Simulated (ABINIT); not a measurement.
# ZnS (F-43m): ε∞ against volume

The cell of ZnS (F-43m) is scaled evenly and the response computed anew at each volume, on one mesh.

Cell: a, b, c = 3.821, 3.821, 3.821 Å (primitive vectors), 2 atoms.

Method: ABINIT 10.8.3, LDA, independent particles, k-mesh 11×11×11, Lorentzian half width 0.04 eV.

Launch of the response step: `optic optic.abi`. The series took 12.8 min in all, its band step included, on 4 threads of AMD EPYC (Zen 3), with other jobs on the host.

| V/V₀ | V (Å³, primitive cell) | ε∞ |
| --- | --- | --- |
| 0.94 | 37.09 | 6.6098 |
| 0.97 | 38.27 | 6.6283 |
| 1.00 | 39.45 | 6.6602 |
| 1.03 | 40.64 | 6.7093 |
| 1.06 | 41.82 | ? |

For small changes the quantity should be close to linear in ln V.

Working, on the rows shown:

| x = ln(V/V₀) | y = ε∞ |
| --- | --- |
| -0.0618754 | 6.6098 |
| -0.0304592 | 6.6283 |
| 0 | 6.6602 |
| 0.0295588 | 6.7093 |

Means: x̄ = -0.015694, ȳ = 6.6519. Σ(x − x̄)(y − ȳ) = 0.00502, Σ(x − x̄)² = 0.004645. Slope = 0.00502 / 0.004645 = 1.081; intercept = ȳ − slope · x̄ = 6.6689. The line misses the rows shown by at most 0.0087.

**Question.** Predict the last column of the withheld row from the fit.

**Answer.** At x = 0.058269 the line gives y = 6.7318. The run gave 6.7690, so the extrapolation is off by 0.037, 23 % of the range in the table. Beyond its data the fit drifts from the curve.

Between the rows on either side of x = 0 the slope is (6.7093 − 6.6283) / (0.029559 − (-0.030459)) = 1.35. So d ln ε∞/d ln V = +0.20 at V₀: ε∞ falls under slight compression. Fixed polarisabilities with Lorentz local fields (Clausius-Mossotti) would give −(ε − 1)(ε + 2)/3ε = -2.45, so the polarisability itself falls as the cell is compressed. The cell comes from an older database entry, whose edges can be off by a per cent or so. Excitons are left out and so are local fields; LDA gaps are as a rule too small. The values come from a sum over the points of one k-mesh and carry its error, which grows as the direct gap shrinks.
